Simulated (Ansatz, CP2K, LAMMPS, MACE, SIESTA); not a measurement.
**Amorphous 59Ga2O3-41P2O5 (mol %) (64 atoms), the geometry as built**

64 atoms (13 Fe, 9 P, 42 O) placed at random at 3.33 g/cm³, melted at 5000 K for 10 ps at fixed volume with the Morse and Coulomb pair potential with partial charges (Pedone, Malavasi, Menziani, Cormack and Segre, J. Phys. Chem. B 110, 11780 (2006)). Quenched from 5000 K to 300 K at 100 K/ps and fixed volume, held 10 ps at zero pressure, then minimised at fixed cell. Then Fe was replaced by Ga and the cell scaled by 1.005 (the potential has no terms for the new elements, so the cell is a start for a DFT relaxation).

Geometry: the geometry as built. Computed with SIESTA 5.4.2: Kohn-Sham DFT, PBE, PseudoDojo 0.4.1 norm-conserving pseudopotentials (converted to PSML), numerical atomic orbitals (DZP), diagonalisation; shift 0.01 Ry; mesh 350 Ry; levels smeared at 580 K; far from plane-wave PBE on this cell, through basis, grid or potentials; Γ point; density 3.83 g/cm³.

Cell vectors (Å):

```
9.303 0.000 0.000
0.000 9.303 0.000
0.000 0.000 9.303
```

Positions (Å):

```
1 Ga 8.608 3.879 0.439
2 Ga 6.674 8.375 4.030
3 Ga 0.023 4.414 6.728
4 Ga 5.051 1.669 2.125
5 Ga 7.731 2.045 7.168
6 Ga 2.117 2.351 2.149
7 Ga 2.127 2.009 5.663
8 Ga 6.887 5.614 2.749
9 Ga 0.196 3.474 3.912
10 Ga 1.787 6.458 4.568
11 Ga 2.696 8.340 6.899
12 Ga 6.650 5.648 8.341
13 Ga 8.302 7.586 0.780
14 P 3.287 8.935 3.721
15 P 4.979 5.984 5.593
16 P 4.252 4.650 0.979
17 P 5.196 2.914 5.205
18 P 1.412 1.764 8.377
19 P 8.065 1.264 2.089
20 P 8.696 7.552 6.487
21 P 5.627 9.084 8.661
22 P 1.686 6.089 9.274
23 O 3.563 6.578 5.541
24 O 5.230 0.555 0.623
25 O 5.610 6.326 6.913
26 O 0.829 6.845 0.955
27 O 5.895 6.457 4.477
28 O 8.696 7.775 7.990
29 O 7.660 7.374 2.704
30 O 8.260 6.085 6.409
31 O 8.458 0.182 1.112
32 O 0.764 5.105 8.522
33 O 5.052 5.352 2.062
34 O 2.292 6.997 8.213
35 O 5.189 2.675 3.712
36 O 4.415 8.853 7.750
37 O 4.914 4.440 5.444
38 O 2.597 0.076 5.016
39 O 3.902 3.242 1.439
40 O 9.253 1.635 2.962
41 O 6.918 0.724 2.942
42 O 4.770 8.772 4.015
43 O 7.480 2.498 1.389
44 O 6.518 2.518 5.803
45 O 6.651 0.663 7.941
46 O 3.243 0.756 2.707
47 O 1.585 0.573 7.446
48 O 2.915 5.379 0.636
49 O 9.260 2.180 8.551
50 O 6.260 7.765 9.159
51 O 7.799 8.441 5.640
52 O 2.117 2.859 3.973
53 O 4.065 2.146 5.851
54 O 2.044 2.898 7.568
55 O 7.679 3.990 7.871
56 O 0.048 2.553 5.879
57 O 0.764 3.801 1.736
58 O 2.585 7.650 3.317
59 O 1.965 1.547 0.439
60 O 7.636 5.534 0.760
61 O 5.119 4.622 9.046
62 O 7.899 4.359 3.626
63 O 1.015 4.921 5.119
64 O 0.808 7.562 5.882
```

Predict the forces and charges.

Columns: atom, q, fx, fy, fz (forces in eV/Å, q the Hirshfeld charge in e).

```
1 0.44 1.405 -0.613 1.069
2 0.55 0.607 -0.561 -0.399
3 0.48 0.228 1.127 0.321
4 0.57 1.264 -0.492 -0.098
5 0.54 -0.226 -0.026 0.574
6 0.46 -2.313 1.235 -0.873
7 0.49 0.507 0.698 0.884
8 0.44 0.666 -0.670 0.009
9 0.39 -0.702 0.336 -1.592
10 0.60 -0.088 0.276 0.548
11 0.55 0.276 0.011 1.495
12 0.50 -0.831 -0.068 0.115
13 0.50 -0.357 0.518 0.064
14 0.41 2.131 -0.803 1.155
15 0.44 1.195 -0.148 0.577
16 0.42 2.839 1.570 -0.635
17 0.42 -0.545 -1.971 0.106
18 0.38 1.134 1.393 0.182
19 0.37 1.333 0.029 -1.042
20 0.37 -1.156 -1.643 2.109
21 0.38 -0.082 0.789 -0.567
22 0.42 -0.990 1.191 -2.360
23 -0.21 -1.989 0.710 0.414
24 -0.25 -1.200 1.196 2.164
25 -0.23 0.003 0.461 1.360
26 -0.24 -0.462 0.904 1.971
27 -0.21 1.041 0.715 -1.812
28 -0.27 0.392 1.536 1.199
29 -0.31 -0.580 -0.519 -0.010
30 -0.25 -1.116 -2.672 -0.488
31 -0.25 1.003 -1.685 -1.670
32 -0.22 -0.936 -1.779 -0.602
33 -0.26 -0.077 1.020 1.732
34 -0.26 1.166 0.814 -0.855
35 -0.24 0.137 0.416 -2.132
36 -0.26 -1.475 -0.395 -1.108
37 -0.11 -0.846 0.142 -0.050
38 -0.20 -1.521 0.766 3.192
39 -0.18 -1.132 -3.247 0.851
40 -0.24 1.680 0.060 1.559
41 -0.21 -3.358 -0.654 2.183
42 -0.25 1.592 -0.111 0.205
43 -0.24 -1.384 1.315 -1.043
44 -0.23 1.379 -0.072 0.218
45 -0.25 1.654 1.172 -1.261
46 -0.18 -0.007 1.970 -2.649
47 -0.21 0.222 -2.954 -2.153
48 -0.10 -0.344 -0.093 1.282
49 -0.21 -3.581 -0.200 0.059
50 -0.23 1.240 -2.215 0.568
51 -0.23 -1.556 1.772 -1.402
52 -0.30 -0.825 0.189 -0.026
53 -0.26 -0.981 -0.479 1.075
54 -0.27 1.394 1.464 -1.825
55 -0.26 0.671 -0.483 0.188
56 -0.27 -0.647 0.891 -0.262
57 -0.37 0.505 -0.251 0.683
58 -0.22 -1.522 -2.071 -1.217
59 -0.23 1.407 -1.165 1.894
60 -0.25 -0.260 0.916 -0.632
61 -0.26 0.393 -0.484 -1.829
62 -0.39 -0.741 0.257 0.136
63 -0.29 0.430 -0.333 -0.484
64 -0.21 3.943 0.999 -1.083
```

The quench rate of 100 K/ps is many orders above laboratory rates, so the cell is likely richer in defects and strain than a real sample. The network of bonds at the start is that of the classical potential that made the cell, and needn't be the one that DFT or experiment would give. Only the Γ point is sampled, in a cell whose shortest periodic width is 9 Å.

The r.m.s. force component is 1.26 eV/Å; the longest force, 4.21 eV/Å, acts on O64.

[Logs are printed without paths, hosts, clocks, repeated set-up lines and the standing remarks that a program may print on its own settings, such as how far it seeks lower states.]

[Hosts, paths, dates, database ids (printed as entryN), source tags and the programs' standing remarks are cut or masked in the printed files.]
